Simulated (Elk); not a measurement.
## Mg2NCl: optical spectrum from first principles

Wanted: where Mg2NCl starts to absorb, how strongly, and its refractive index.

Calculated with Elk 11.2.3 (patched build); DFT, PBEsol, all-electron APW+lo, Dirac cores, scalar-relativistic bands, independent-particle optical response without local fields.

## Step 1: Starting point

It takes space group R-3m (No. 166, trigonal). Conventional cell: a = 3.321 Å, b = 3.321 Å, c = 18.009 Å, α = 90.00°, β = 90.00°, γ = 120.00°. Nearest to Cl lie 6 Mg at 2.76 Å. Nearest to Mg lie 3 N at 2.17 Å and 3 Cl at 2.76 Å and 3 Mg at 2.79 Å. N has 6 Mg at 2.17 Å nearest. Farther neighbours and most contacts between anions are not listed.

As a file:

```cif
data_structure
_symmetry_space_group_name_H-M 'P 1'
_symmetry_Int_Tables_number 1
_cell_length_a 6.3018
_cell_length_b 6.3018
_cell_length_c 6.3018
_cell_angle_alpha 30.558
_cell_angle_beta 30.558
_cell_angle_gamma 30.558
_cell_volume 57.35
loop_
_atom_site_label
_atom_site_type_symbol
_atom_site_fract_x
_atom_site_fract_y
_atom_site_fract_z
_atom_site_occupancy
Cl1 Cl 0.00000 0.00000 0.00000 1
Mg2 Mg 0.77719 0.77719 0.77719 1
Mg3 Mg 0.22282 0.22282 0.22282 1
N4 N 0.50000 0.50000 0.50000 1
```

## Step 2: Ground state

The self-consistent density comes first; it also tells whether there is a gap, which decides the occupations and the need for a Drude term.

This step: DFT, PBEsol, all-electron APW+lo, Dirac cores, scalar-relativistic bands, ground state (Elk 11.2.3 (patched build)).

Input file elk.in:

```
tasks
  0
  120

xctype
  22

nempty
  10

lorbcnd
  .true.

rgkmax
  7.0

swidth
  0.0018375

maxscl
  100

epsengy
  1e-05

sppath
  './'

avec
  3.1382050887 1.8118435527 11.3439824624
  -3.1382050887 1.8118435527 11.3439824624
  0.0000000000 -3.6236871055 11.3439824624

atoms
  3
  'Cl.in'
  1
  0.0000000000 0.0000000000 0.0000000000   0.000 0.000 0.000
  'Mg.in'
  2
  0.7771850000 0.7771850000 0.7771850000   0.000 0.000 0.000
  0.2228150000 0.2228150000 0.2228150000   0.000 0.000 0.000
  'N.in'
  1
  0.5000000000 0.5000000000 0.5000000000   0.000 0.000 0.000

ngridk
  7 7 7

vkloff
  0.5000 0.5000 0.5000
```

Started as:

```console
$ OMP_NUM_THREADS=2 elk
```

Numbers of over 12 decimals in the logs are rounded to 6 here.

The log of the run:

```text
┌─────────────────────────┐
│ Elk code version 11.2.3 │
└─────────────────────────┘

All units are atomic (Hartree, Bohr, etc.)

┌─────────────────────────────────────────────────┐
│ Ground-state run starting from atomic densities │
└─────────────────────────────────────────────────┘

Lattice vectors :
   3.138205089       1.811843553       11.34398246
  -3.138205089       1.811843553       11.34398246
   0.000000000      -3.623687106       11.34398246

Reciprocal lattice vectors :
   1.001079459      0.5779734953      0.1846260878
  -1.001079459      0.5779734953      0.1846260878
 -0.2626599409E-16  -1.155946991      0.1846260878

Unit cell volume      :    387.0069943
Brillouin zone volume :   0.6409450400

Muffin-tin inner radius fraction :   0.1000000000E-01

Nuclei treated as point charges

Species : 1 (Cl)
 parameters loaded from : Cl.in
 name : chlorine
 nuclear charge    :   -17.00000000
 electronic charge :    17.00000000
 atomic mass :    64626.86550
 muffin-tin radius :    2.200000000
 number of radial points in muffin-tin :    793
 inner part over the whole radius :   0.9992010025E-02
 number on inner part of muffin-tin    :    555
 approximate nuclear radius :   0.6305718926E-04
 number of mesh points to nuclear radius :    253
 atomic positions (lattice), magnetic fields (Cartesian) :
  1 :   0.00000000  0.00000000  0.00000000    0.00000000  0.00000000  0.00000000

Species : 2 (Mg)
 parameters loaded from : Mg.in
 name : magnesium
 nuclear charge    :   -12.00000000
 electronic charge :    12.00000000
 atomic mass :    44305.30466
 muffin-tin radius :    2.200000000
 number of radial points in muffin-tin :    793
 inner part over the whole radius :   0.9941530515E-02
 number on inner part of muffin-tin    :    552
 approximate nuclear radius :   0.5710277704E-04
 number of mesh points to nuclear radius :    241
 atomic positions (lattice), magnetic fields (Cartesian) :
  1 :  -0.22281500 -0.22281500 -0.22281500    0.00000000  0.00000000  0.00000000
  2 :   0.22281500  0.22281500  0.22281500    0.00000000  0.00000000  0.00000000

Species : 3 (N)
 parameters loaded from : N.in
 name : nitrogen
 nuclear charge    :   -7.000000000
 electronic charge :    7.000000000
 atomic mass :    25532.65216
 muffin-tin radius :    1.800000000
 number of radial points in muffin-tin :    593
 inner part over the whole radius :   0.9919300552E-02
 number on inner part of muffin-tin    :    407
 approximate nuclear radius :   0.4939692610E-04
 number of mesh points to nuclear radius :    170
 atomic positions (lattice), magnetic fields (Cartesian) :
  1 :   0.50000000  0.50000000  0.50000000    0.00000000  0.00000000  0.00000000

Total number of atoms per unit cell :    4
Total muffin-tin volume :    158.2357388
 ratio of muffin-tin to unit cell volume :   0.4088704884

Spin treatment :
 spin-unpolarised

Number of Bravais lattice symmetries :   12
Number of crystal symmetries         :   12
Crystal has inversion symmetry
Real symmetric eigensolver will be used

k-point grid :      7     7     7
k-point offset :   0.5000000000      0.5000000000      0.5000000000
k-point set is reduced with full crystal symmetry group
Total number of k-points :       44

Muffin-tin radius times maximum |G+k| :    7.000000000
 using average radius
Maximum |G+k| for APW functions       :    3.333333333
Maximum (1/2)|G+k|²                   :    5.555555556
Maximum |G| for potential and density :    12.00000000
Constant for pseudocharge density :    7
 order of it for each species :   14  14  14
 order of it for pair densities of each species (exact exchange by exxq0 0: 14) :   11  11   5
Radial integration step length :    1

G-vector grid sizes :     48    48    48
Number of G-vectors :    11197

Maximum angular momentum used for
 APW functions            :    8
 outer part of muffin-tin :    6
 inner part of muffin-tin :    2

Total nuclear charge    :   -48.00000000
Total core charge       :    16.00000000
Total valence charge    :    32.00000000
Total excess charge     :    0.000000000
Total electronic charge :    48.00000000

Effective Wigner radius, rₛ :    1.243931090

Number of empty states         :     40
Total number of valence states :     57
Total number of core states    :     16

Conduction state local-orbitals added automatically
Third-order local-orbitals added for an l without core states : F
Total number of local-orbitals :    222

Exchange-correlation functional :     22     0     0
 PBEsol, Phys. Rev. Lett. 100, 136406 (2008)
 gradient requirement :    1
 generalised gradient approximation (GGA)

Smearing type :    3
 Fermi-Dirac
Smearing width :   0.1837500000E-02
Effective electronic temperature (K) :    580.2366081

Mixing type :    3
 Broyden mixing, J. Phys. A: Math. Gen. 17, L317 (1984)

Kohn-Sham potential initialised from atomic data

┌──────────────────────────────┐
│ Self-consistent loop started │
└──────────────────────────────┘

┌─────────────────┐
│ Loop number : 1 │
└─────────────────┘

Energies :
 Fermi                       :     0.69098977275002E-01
 sum of occupied eigenvalues :     -500.66653901730
 electron kinetic            :      918.85907796160
 core electron kinetic       :      757.19033584704
 Coulomb                     :     -1767.8250929241
 Coulomb potential           :     -1326.7848167842
 nuclear-nuclear             :     -187.13903897723
 electron-nuclear            :     -1839.5883567141
 Hartree                     :      258.90230276727
 Madelung                    :     -1104.4326845320
 xc potential                :     -92.740800194675
 exchange                    :     -64.517358899924
 correlation                 :     -2.103471
 electron entropic           :    -0.40371892497080E-11
 total energy                :     -915.58684498305

Density of states at Fermi energy :   0.5452211653E-07
 (states/Hartree/unit cell)

Estimated indirect band gap :   0.9195443584E-01
 from k-point 1 to k-point 1
Estimated direct band gap   :   0.9195443584E-01
 at k-point 1

Charges :
 core                        :    16.00000000
 valence                     :    32.00000000
 interstitial                :    4.173451577
 muffin-tins (core leakage)
  species : 1 (Cl)
   atom 1                    :    15.61371988     (  0.1528667947E-04)
  species : 2 (Mg)
   atom 1                    :    10.43714370     ( -0.9828258829E-07)
   atom 2                    :    10.43714370     ( -0.9828258829E-07)
  species : 3 (N)
   atom 1                    :    7.338541134     ( -0.7858121309E-07)
 total in muffin-tins        :    43.82654842
 total calculated charge     :    47.99893843
 total charge                :    48.00000000
 error                       :   0.1061566496E-02

┌─────────────────┐
│ Loop number : 2 │
└─────────────────┘

Energies :
 Fermi                       :     0.68769310779804E-01
 sum of occupied eigenvalues :     -500.61083374372
 electron kinetic            :      918.84551258707
 core electron kinetic       :      757.19294825078
 Coulomb                     :     -1767.8041692314
 Coulomb potential           :     -1326.8025561721
 nuclear-nuclear             :     -187.13903897723
 electron-nuclear            :     -1839.5265088299
 Hartree                     :      258.86137857571
 Madelung                    :     -1104.4028911453
 xc potential                :     -92.653790158646
 exchange                    :     -64.508296233722
 correlation                 :     -2.103604
 electron entropic           :    -0.40372226803495E-11
 total energy                :     -915.57055725213

Density of states at Fermi energy :   0.5452074954E-07
 (states/Hartree/unit cell)

Estimated indirect band gap :   0.9426072782E-01
 from k-point 1 to k-point 1
Estimated direct band gap   :   0.9426072782E-01
 at k-point 1

Charges :
 core                        :    16.00000000
 valence                     :    32.00000000
 interstitial                :    4.184973514
 muffin-tins (core leakage)
  species : 1 (Cl)
   atom 1                    :    15.61748498     (  0.1528572440E-04)
  species : 2 (Mg)
   atom 1                    :    10.44034057     ( -0.9828258696E-07)
   atom 2                    :    10.44034057     ( -0.9828258696E-07)
  species : 3 (N)
   atom 1                    :    7.316860362     ( -0.7810370217E-07)
 total in muffin-tins        :    43.81502649
 total calculated charge     :    47.99894616
 total charge                :    48.00000000
 error                       :   0.1053840013E-02

RMS change in Kohn-Sham potential (target) :    1.393569811     (  0.1000000000E-05)
Absolute change in total energy (target)   :   0.1628773092E-01 (  0.1000000000E-04)

[... 14 loops left out ...]

┌──────────────────┐
│ Loop number : 17 │
└──────────────────┘

Energies :
 Fermi                       :     0.201652
 sum of occupied eigenvalues :     -496.02755768064
 electron kinetic            :      917.68819559798
 core electron kinetic       :      757.07334191180
 Coulomb                     :     -1766.7510562090
 Coulomb potential           :     -1327.2563056084
 nuclear-nuclear             :     -187.13903897723
 electron-nuclear            :     -1836.8759210390
 Hartree                     :      257.26390380727
 Madelung                    :     -1103.1229034048
 xc potential                :     -86.459447670205
 exchange                    :     -64.179510399175
 correlation                 :     -2.110899
 electron entropic           :    -0.40554657544760E-11
 total energy                :     -915.35327016011

Density of states at Fermi energy :   0.5460581889E-07
 (states/Hartree/unit cell)

Estimated indirect band gap :   0.8484931367E-01
 from k-point 1 to k-point 1
Estimated direct band gap   :   0.8484931367E-01
 at k-point 1

Charges :
 core                        :    16.00000000
 valence                     :    32.00000000
 interstitial                :    4.660129396
 muffin-tins (core leakage)
  species : 1 (Cl)
   atom 1                    :    15.70385664     (  0.1539382881E-04)
  species : 2 (Mg)
   atom 1                    :    10.56760895     ( -0.9828258518E-07)
   atom 2                    :    10.56760895     ( -0.9828258518E-07)
  species : 3 (N)
   atom 1                    :    6.500796060     ( -0.7206123076E-07)
 total in muffin-tins        :    43.33987060
 total calculated charge     :    47.99921913
 total charge                :    48.00000000
 error                       :   0.7808677788E-03

RMS change in Kohn-Sham potential (target) :   0.5984883040E-07 (  0.1000000000E-05)
Absolute change in total energy (target)   :   0.7403658174E-05 (  0.1000000000E-04)

Convergence targets achieved

┌──────────────────┐
│ Loop number : 18 │
└──────────────────┘

Energies :
 Fermi                       :     0.201652
 sum of occupied eigenvalues :     -496.02755755445
 electron kinetic            :      917.68819610781
 core electron kinetic       :      757.07334203057
 Coulomb                     :     -1766.7510566401
 Coulomb potential           :     -1327.2563057975
 nuclear-nuclear             :     -187.13903897723
 electron-nuclear            :     -1836.8759216935
 Hartree                     :      257.26390403066
 Madelung                    :     -1103.1229037414
 xc potential                :     -86.459447864806
 exchange                    :     -64.179510428092
 correlation                 :     -2.110899
 electron entropic           :    -0.40554653732105E-11
 total energy                :     -915.35327011046

Density of states at Fermi energy :   0.5460581524E-07
 (states/Hartree/unit cell)

Estimated indirect band gap :   0.8484930831E-01
 from k-point 1 to k-point 1
Estimated direct band gap   :   0.8484930831E-01
 at k-point 1

Charges :
 core                        :    16.00000000
 valence                     :    32.00000000
 interstitial                :    4.660129377
 muffin-tins (core leakage)
  species : 1 (Cl)
   atom 1                    :    15.70385663     (  0.1539382876E-04)
  species : 2 (Mg)
   atom 1                    :    10.56760895     ( -0.9828258563E-07)
   atom 2                    :    10.56760895     ( -0.9828258563E-07)
  species : 3 (N)
   atom 1                    :    6.500796086     ( -0.7206052377E-07)
 total in muffin-tins        :    43.33987062
 total calculated charge     :    47.99921913
 total charge                :    48.00000000
 error                       :   0.7808678487E-03

┌──────────────────────────────┐
│ Self-consistent loop stopped │
└──────────────────────────────┘

Wrote STATE.OUT
```

Wall time 42 s (2 threads of Arm Neoverse V1, shared host); peak memory 0.11 GiB; 79 s of CPU time.

Numbers from this step:

| Property | Result |
| --- | --- |
| total energy | -915.4 Ha |
| Fermi energy | 5.487 eV |
| DOS at the Fermi level | 2.01e-9 states/eV/cell |
| gap on the k-mesh | 2.309 eV |
| direct gap on the mesh | 2.309 eV |

There is a gap, 2.31 eV on this mesh (points off the mesh can give less), so no carriers' term is needed.

(Part 1 of 2 ends here.)

[Machine, clock and banner lines and Python warnings are left out of the logs.]

[Logs are printed without paths, hosts, clocks, repeated set-up lines and the standing remarks that a program may print on its own settings, such as how far it seeks lower states.]

[Hosts, paths, dates, database ids (printed as entryN), source tags and the programs' standing remarks are cut or masked in the printed files.]
